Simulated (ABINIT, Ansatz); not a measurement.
## Converging GW for BaTiO3 (P4mm) in ABINIT

What does each rung of G0W0 on BaTiO3 (P4mm) cost, and what does it buy?

Program: ABINIT 10.8.3. Level of theory: PBE and many-body steps on it, plane waves. Results are calculated unless marked as measured.

## Step 1: Starting point

The structure is tetragonal, space group P4mm (No. 99). Conventional cell: a = 3.990 Å, b = 3.990 Å, c = 4.023 Å, α = 90.00°, β = 90.00°, γ = 90.00°. Nearest to Ba lie 12 O at 2.80 to 2.87 Å. Ti has 6 O at 1.84 to 2.18 Å nearest. Nearest to O lie 2 Ti at 1.84 to 2.18 Å and 4 Ba at 2.82 Å. Nearest to O lie 2 Ti at 2.00 Å and 4 Ba at 2.80 to 2.87 Å. Farther neighbours and most contacts between anions are not listed.

As a file:

```cif
data_structure
_symmetry_space_group_name_H-M 'P 1'
_symmetry_Int_Tables_number 1
_cell_length_a 3.9905
_cell_length_b 3.9905
_cell_length_c 4.0230
_cell_angle_alpha 90.000
_cell_angle_beta 90.000
_cell_angle_gamma 90.000
_cell_volume 64.06
loop_
_atom_site_label
_atom_site_type_symbol
_atom_site_fract_x
_atom_site_fract_y
_atom_site_fract_z
_atom_site_occupancy
Ba1 Ba 0.00000 0.00000 0.00000 1
Ti2 Ti 0.50000 0.50000 0.52200 1
O3 O 0.50000 0.50000 0.97900 1
O4 O 0.50000 0.00000 0.48800 1
O5 O 0.00000 0.50000 0.48800 1
```

The cell and positions come from the Crystallography Open Database and are kept as given unless a step says otherwise. Spin-orbit coupling is left out unless a step names it.

## Step 2: Empty states on the mesh, 4×4×4 mesh, 322 bands

This step: ABINIT 10.8.3; DFT, PBE, plane waves, norm-conserving pseudopotentials.

The sums over transitions need many empty states on a uniform mesh; this step solves for them.

Contents of run.abi:

```
acell 3*1.0 Angstrom
rprim 
  3.990480000000 0.000000000000 0.000000000000
  0.000000000000 3.990480000000 0.000000000000
  0.000000000000 0.000000000000 4.023030000000
ntypat 3
znucl 56 22 8
natom 5
typat 1 2 3 3 3
xred 
  0.000000000000 0.000000000000 0.000000000000
  0.500000000000 0.500000000000 0.522000000000
  0.500000000000 0.500000000000 0.979000000000
  0.500000000000 0.000000000000 0.488000000000
  0.000000000000 0.500000000000 0.488000000000
pp_dirpath "pseudos"
pseudos "Ba.upf, Ti.upf, O.upf"
ecut 38
ngkpt 4 4 4
nshiftk 1
shiftk 0 0 0
kptopt 1
chksymbreak 0
irdden 1
istwfk *1
nband 322
prtvol 0
optdriver 6
gwr_task "HDIAGO"
paral_kgb 0
occopt 1
indata_prefix "in"
outdata_prefix "out"
tmpdata_prefix "tmp"
```

Started as:

```
> OMP_NUM_THREADS=1 mpirun -n 4 abinit run.abi > log
```

The log of the run:

```text
.Version 10.8.3 of ABINIT. v10.8.2 released Aug 2026.

 Symmetries : space group P4 m m (# 99); Bravais tP (primitive tetrag.)
[... echo of the input left out ...]
== DATASET  1 ==================================================================
-   mpi_nproc: 4, omp_nthreads: 1 (-1 if OMP is not activated)

--- !DatasetInfo
iteration_state: {dtset: 1, }
dimensions: {natom: 5, nkpt: 18, mband: 322, nsppol: 1, nspinor: 1, nspden: 1, mpw: 4868, }
cutoff_energies: {ecut:  38.0, pawecutdg:  -1.0, }
[...]
Indirect band gap semiconductor
 Fundamental gap:     1.851 (eV)
   VBM:     6.718 (eV) at k: [ 5.0000E-01,  5.0000E-01,  5.0000E-01]
   CBM:     8.569 (eV) at k: [ 0.0000E+00,  0.0000E+00,  0.0000E+00]
 Direct gap:         2.222 (eV) at k: [ 0.0000E+00,  0.0000E+00,  0.0000E+00]

== END DATASET(S) ==============================================================
================================================================================

 -outvars: echo values of variables after computation  --------
           etotal      0.0000000000E+00
            nband         322
             nkpt          18
          spgroup          99
 [... the other variables as echoed above ...]

 Calculation completed.
```

Run time: 7.1 min. Hardware: 4 MPI ranks of Arm Neoverse V1, shared host; peak memory 5.3 GiB; 28 min of CPU time.

Numbers from this step:

* gap: 1.851 eV
* k of the valence top: 0.5, 0.5, 0.5
* k of the conduction bottom: 0, 0, 0
* least direct gap: 2.222 eV
* k points computed: 18
* lowest point of the top converged band, above the valence top: 145.1917 eV

On this mesh the gap is 1.851 eV.

The density comes from a self-consistent run that is not shown.

## Step 3: Screening, 4×4×4 mesh, 56 bands, screening to 76.2 eV

The RPA dielectric matrix is built and inverted for each q.

This step: RPA screening on PBE, plane waves, norm-conserving pseudopotentials.

Edit run.abi of step 2 so:

```diff
@@ -23,10 +23,11 @@
 chksymbreak 0
-irdden 1
 istwfk *1
-nband 322
-prtvol 0
-optdriver 6
-gwr_task "HDIAGO"
-paral_kgb 0
 occopt 1
+irdwfk 1
+optdriver 3
+nband 56
+ecuteps 2.8
+inclvkb 2
+awtr 1
+symchi 1
 indata_prefix "in"
```

The log of the run:

```text
.Version 10.8.3 of ABINIT. v10.8.2 released Aug 2026.

 Symmetries : space group P4 m m (# 99); Bravais tP (primitive tetrag.)
[... echo of the input left out ...]
== DATASET  1 ==================================================================
-   mpi_nproc: 4, omp_nthreads: 1 (-1 if OMP is not activated)

--- !DatasetInfo
iteration_state: {dtset: 1, }
dimensions: {natom: 5, nkpt: 18, mband: 56, nsppol: 1, nspinor: 1, nspden: 1, mpw: 4868, }
cutoff_energies: {ecut:  38.0, pawecutdg:  -1.0, }
electrons: {nelect:   4.00000000E+01, charge:   0.00000000E+00, occopt:   1.00000000E+00, tsmear:   1.00000000E-02, }

 SCREENING: Calculation of the susceptibility and dielectric matrices

 Based on a program developped by R.W. Godby, V. Olevano, G. Onida, and L. Reining.
 Incorporated in ABINIT by V. Olevano, G.-M. Rignanese, and M. Torrent.
.Using double precision arithmetic ; gwpc =  8

[... cell and pseudopotentials left out ...]
--------------------------------------------------------------------------------

 ==== K-mesh for the wavefunctions ====
 Number of points in the irreducible wedge :    18
[... list of points left out ...]
 Together with  8 symmetry operations and time-reversal symmetry
 yields    64 points in the full Brillouin Zone.

 ==== Q-mesh for the screening function ====
 Number of points in the irreducible wedge :    18
[... list of points left out ...]
 Together with  8 symmetry operations and time-reversal symmetry
 yields    64 points in the full Brillouin Zone.

 setmesh: FFT mesh size selected  =    27x   27x   27
          total number of points  =        19683

 vcoul_init : cutoff-mode = AUXILIARY_FUNCTION
 q-points for optical limit:   1
     1)      0.000010    0.000020    0.000030

- screening: taking advantage of time-reversal symmetry
- Maximum band index for partially occupied states nbvw = 20
- Remaining bands to be divided among processors   nbcw = 36
- Number of bands treated by each node ~9

 Number of electrons calculated from density =   40.0000; Expected =   40.0000
 average of density, n =  0.092525
 r_s =    1.3716
 omega_plasma =   29.3417 [eV]

 calculating chi0 at frequencies [eV] :
  1    0.000000E+00    0.000000E+00
  2    0.000000E+00    2.934172E+01

--------------------------------------------------------------------------------
  q-point number  1        q = ( 0.000000, 0.000000, 0.000000) [r.l.u.]
--------------------------------------------------------------------------------
[... chi0 elements left out ...]
 For q-point:  0.000010 0.000020 0.000030
  dielectric constant =   5.8587
  dielectric constant without local fields =   6.3757

  Average fulfillment of the sum rule on Im[epsilon] for q-point    1 :     39.05  [%]
[... wings left out ...]
  q-point number  2        q = ( 0.250000, 0.000000, 0.000000) [r.l.u.]
--------------------------------------------------------------------------------
[... chi0 elements left out ...]
  Average fulfillment of the sum rule on Im[epsilon] for q-point    2 :     58.65  [%]

 [... 16 further q-points ...]
```

Wall time 51 s (4 MPI ranks); peak memory 1.1 GiB; 3.4 min of CPU time.

Numbers from this step:

* ε∞ with local fields, on this mesh, along the program's q direction: 5.859
* the same without local fields: 6.376
* plasma frequency: 29.34 eV
* plane waves in the screening matrix: 93

Local fields lower ε∞ by 8 %. On a Γ-centred mesh this coarse the value itself is usually too large, while a short band sum pulls it down.

## Step 4: 56 bands, 76.2 eV

The self-energy is evaluated for the states that the input lists, and the levels follow from it, in one-shot runs by the linearised quasiparticle equation.

This step: G0W0 on PBE, plane waves, norm-conserving pseudopotentials.

Edit run.abi of step 3 so:

```diff
@@ -26,8 +26,17 @@
 irdwfk 1
-optdriver 3
+optdriver 4
 nband 56
+gwcalctyp 0
+ecutsigx 38
+symsigma 1
+nkptgw 2
+kptgw 
+  0.5000000000 0.5000000000 0.5000000000
+  0.0000000000 0.0000000000 0.0000000000
+bdgw 
+  18 23
+  19 23
 ecuteps 2.8
-inclvkb 2
-awtr 1
-symchi 1
+irdscr 1
+ppmodel 1
 indata_prefix "in"
```

The log of the run:

```text
.Version 10.8.3 of ABINIT. v10.8.2 released Aug 2026.

 Symmetries : space group P4 m m (# 99); Bravais tP (primitive tetrag.)
[... echo of the input left out ...]
== DATASET  1 ==================================================================
-   mpi_nproc: 4, omp_nthreads: 1 (-1 if OMP is not activated)

--- !DatasetInfo
iteration_state: {dtset: 1, }
dimensions: {natom: 5, nkpt: 18, mband: 56, nsppol: 1, nspinor: 1, nspden: 1, mpw: 4868, }
cutoff_energies: {ecut:  38.0, pawecutdg:  -1.0, }
electrons: {nelect:   4.00000000E+01, charge:   0.00000000E+00, occopt:   1.00000000E+00, tsmear:   1.00000000E-02, }

 SIGMA: Calculation of the GW corrections

 Based on a program developped by R.W. Godby, V. Olevano, G. Onida, and L. Reining.
 Incorporated in ABINIT by V. Olevano, G.-M. Rignanese, and M. Torrent.
.Using double precision arithmetic ; gwpc =  8

[... cell and pseudopotentials left out ...]
--------------------------------------------------------------------------------

 ==== K-mesh for the wavefunctions ====
 Number of points in the irreducible wedge :    18
[... list of points left out ...]
 Together with  8 symmetry operations and time-reversal symmetry
 yields    64 points in the full Brillouin Zone.

 ==== Q-mesh for screening function ====
 Number of points in the irreducible wedge :    18
[... list of points left out ...]
 Together with  8 symmetry operations and time-reversal symmetry
 yields    64 points in the full Brillouin Zone.

 vcoul_init : cutoff-mode = AUXILIARY_FUNCTION
 q-points for optical limit:   1
     1)      0.000010    0.000020    0.000030
 setmesh: FFT mesh size selected  =    45x   45x   45
          total number of points  =        91125

 Number of electrons calculated from density =   40.0000; Expected =   40.0000
 average of density, n =  0.092525
 r_s =    1.3716
 omega_plasma =   29.3417 [eV]

 === KS Band Gaps ===
  >>>> For spin  1
   Minimum direct gap =   2.2217 [eV], located at k-point      :   0.0000  0.0000  0.0000
   Fundamental gap    =   1.8512 [eV], Top of valence bands at :   0.5000  0.5000  0.5000
                                       Bottom of conduction at :   0.0000  0.0000  0.0000
 SIGMA fundamental parameters:
 PLASMON POLE MODEL  1
 number of plane-waves for SigmaX                 4865
 number of plane-waves for SigmaC and W             93
 number of plane-waves for wavefunctions          4865
 number of bands                                    56
 number of independent spin polarizations            1
 number of spinorial components                      1
 number of k-points in IBZ                          18
 number of q-points in IBZ                          18
 number of symmetry operations                       8
 number of k-points in BZ                           64
 number of q-points in BZ                           64
 number of frequencies for dSigma/dE                 9
 frequency step for dSigma/dE [eV]                0.25
 number of omega for Sigma on real axis              0
 max omega for Sigma on real axis  [eV]           0.00
 zcut for avoiding poles [eV]                     0.10

 EPSILON^-1 parameters (SCR file):
 dimension of the eps^-1 matrix on file             93
 dimension of the eps^-1 matrix used                93
 number of plane-waves for wavefunctions          4865
 number of bands                                    56
 number of q-points in IBZ                          18
 number of frequencies                               2
 number of real frequencies                          1
 number of imag frequencies                          1

 matrix elements of self-energy operator (all in [eV])

 Perturbative Calculation

--- !SelfEnergy_ee
iteration_state: {dtset: 1, }
kpoint     : [   0.500,    0.500,    0.500, ]
spin       : 1
KS_gap     :    4.248
QP_gap     :    6.131
Delta_QP_KS:    1.883
data: !SigmaeeData |
     Band     E0 <VxcDFT>   SigX SigC(E0)      Z dSigC/dE  Sig(E)    E-E0       E
       18   6.542 -19.963 -24.993   5.359   0.766  -0.305 -19.712   0.252   6.793
       19   6.542 -19.963 -24.993   5.359   0.766  -0.305 -19.712   0.252   6.793
       20   6.718 -20.008 -25.051   5.408   0.765  -0.308 -19.729   0.279   6.997
       21  10.965 -21.853 -13.090  -5.811   0.732  -0.366 -19.691   2.162  13.128
       22  10.977 -21.854 -13.211  -5.652   0.742  -0.349 -19.636   2.218  13.195
       23  10.977 -21.854 -13.211  -5.652   0.742  -0.349 -19.636   2.218  13.195

--- !SelfEnergy_ee
iteration_state: {dtset: 1, }
kpoint     : [   0.000,    0.000,    0.000, ]
spin       : 1
KS_gap     :    2.222
QP_gap     :    3.813
Delta_QP_KS:    1.591
data: !SigmaeeData |
     Band     E0 <VxcDFT>   SigX SigC(E0)      Z dSigC/dE  Sig(E)    E-E0       E
       19   6.347 -20.006 -24.534   4.914   0.771  -0.297 -19.709   0.297   6.644
       20   6.347 -20.006 -24.534   4.914   0.771  -0.297 -19.709   0.297   6.644
       21   8.569 -18.775 -11.365  -4.991   0.780  -0.281 -16.887   1.888  10.457
       22   8.936 -19.060 -12.059  -4.552   0.779  -0.283 -17.151   1.909  10.846
       23   8.936 -19.060 -12.059  -4.552   0.779  -0.283 -17.151   1.909  10.846

== END DATASET(S) ==============================================================
================================================================================

 -outvars: echo values of variables after computation  --------
           etotal      0.0000000000E+00
            nband          56
             nkpt          18
          spgroup          99
 [... the other variables as echoed above ...]

 Calculation completed.
```

Elapsed: 7 s, on 4 MPI ranks; peak memory 0.88 GiB.

Numbers from this step:

* G0W0 gap on the points computed: 3.460 eV
* starting gap on the mesh: 1.851 eV
* k of the valence top: 0.5, 0.5, 0.5
* k of the conduction bottom: 0, 0, 0
* Z at the valence top: 0.765
* Z at the conduction bottom: 0.78
* least direct G0W0 gap on the computed points: 3.813 eV

The gap on the mesh goes from 1.85 eV to 3.46 eV, a correction of +1.61 eV.

## Step 5: Screening, 4×4×4 mesh, 140 bands, screening to 141.5 eV

This step: RPA screening on PBE, plane waves, norm-conserving pseudopotentials.

Edit run.abi of step 4 so:

```diff
@@ -26,17 +26,8 @@
 irdwfk 1
-optdriver 4
-nband 56
-gwcalctyp 0
-ecutsigx 38
-symsigma 1
-nkptgw 2
-kptgw 
-  0.5000000000 0.5000000000 0.5000000000
-  0.0000000000 0.0000000000 0.0000000000
-bdgw 
-  18 23
-  19 23
-ecuteps 2.8
-irdscr 1
-ppmodel 1
+optdriver 3
+nband 140
+ecuteps 5.2
+inclvkb 2
+awtr 1
+symchi 1
 indata_prefix "in"
```

The log of the run:

```text
.Version 10.8.3 of ABINIT. v10.8.2 released Aug 2026.

 Symmetries : space group P4 m m (# 99); Bravais tP (primitive tetrag.)
[... echo of the input left out ...]
== DATASET  1 ==================================================================
-   mpi_nproc: 4, omp_nthreads: 1 (-1 if OMP is not activated)

--- !DatasetInfo
iteration_state: {dtset: 1, }
dimensions: {natom: 5, nkpt: 18, mband: 140, nsppol: 1, nspinor: 1, nspden: 1, mpw: 4868, }
cutoff_energies: {ecut:  38.0, pawecutdg:  -1.0, }
electrons: {nelect:   4.00000000E+01, charge:   0.00000000E+00, occopt:   1.00000000E+00, tsmear:   1.00000000E-02, }

 SCREENING: Calculation of the susceptibility and dielectric matrices

 Based on a program developped by R.W. Godby, V. Olevano, G. Onida, and L. Reining.
 Incorporated in ABINIT by V. Olevano, G.-M. Rignanese, and M. Torrent.
.Using double precision arithmetic ; gwpc =  8

[... cell and pseudopotentials left out ...]
--------------------------------------------------------------------------------

 ==== K-mesh for the wavefunctions ====
 Number of points in the irreducible wedge :    18
[... list of points left out ...]
 Together with  8 symmetry operations and time-reversal symmetry
 yields    64 points in the full Brillouin Zone.

 ==== Q-mesh for the screening function ====
 Number of points in the irreducible wedge :    18
[... list of points left out ...]
 Together with  8 symmetry operations and time-reversal symmetry
 yields    64 points in the full Brillouin Zone.

 setmesh: FFT mesh size selected  =    30x   30x   30
          total number of points  =        27000

 vcoul_init : cutoff-mode = AUXILIARY_FUNCTION
 q-points for optical limit:   1
     1)      0.000010    0.000020    0.000030

- screening: taking advantage of time-reversal symmetry
- Maximum band index for partially occupied states nbvw = 20
- Remaining bands to be divided among processors   nbcw = 120
- Number of bands treated by each node ~30

 Number of electrons calculated from density =   40.0000; Expected =   40.0000
 average of density, n =  0.092525
 r_s =    1.3716
 omega_plasma =   29.3417 [eV]

 calculating chi0 at frequencies [eV] :
  1    0.000000E+00    0.000000E+00
  2    0.000000E+00    2.934172E+01

--------------------------------------------------------------------------------
  q-point number  1        q = ( 0.000000, 0.000000, 0.000000) [r.l.u.]
--------------------------------------------------------------------------------
[... chi0 elements left out ...]
 For q-point:  0.000010 0.000020 0.000030
  dielectric constant =   5.8014
  dielectric constant without local fields =   6.4321

  Average fulfillment of the sum rule on Im[epsilon] for q-point    1 :     68.46  [%]
[... wings left out ...]
  q-point number  2        q = ( 0.250000, 0.000000, 0.000000) [r.l.u.]
--------------------------------------------------------------------------------
[... chi0 elements left out ...]
  Average fulfillment of the sum rule on Im[epsilon] for q-point    2 :     79.20  [%]

 [... 16 further q-points ...]
```

Elapsed: 4.2 min, on 4 MPI ranks; peak memory 2.1 GiB.

Numbers from this step:

```
ε∞ with local fields, on this mesh, along the program's q direction : 5.801
the same without local fields                                       : 6.432
plasma frequency                                                    : 29.34 eV
plane waves in the screening matrix                                 : 251
```

(Continued in part 2 of 2.)

[Paths, hosts, dates, memory and timing lines, banners, echoed tables and standing remarks are left out of the program output.]

[Logs are printed without paths, hosts, clocks, repeated set-up lines and the standing remarks that a program may print on its own settings, such as how far it seeks lower states.]

[Runs of the session that timed out or met a known fault of the program may be left out.]

[Hosts, paths, dates, database ids (printed as entryN), source tags and the programs' standing remarks are cut or masked in the printed files.]

[G0W0 gaps are taken among the corrected bands and points alone; a level outside them can change the order at an edge.]

[Where Ansatz stands beside ABINIT at settings called matched, ABINIT's density can come from a denser mesh and the files from another edition; pairs whose starting gaps differed by over 0.03 eV were left out, so agreement reads better than it is.]
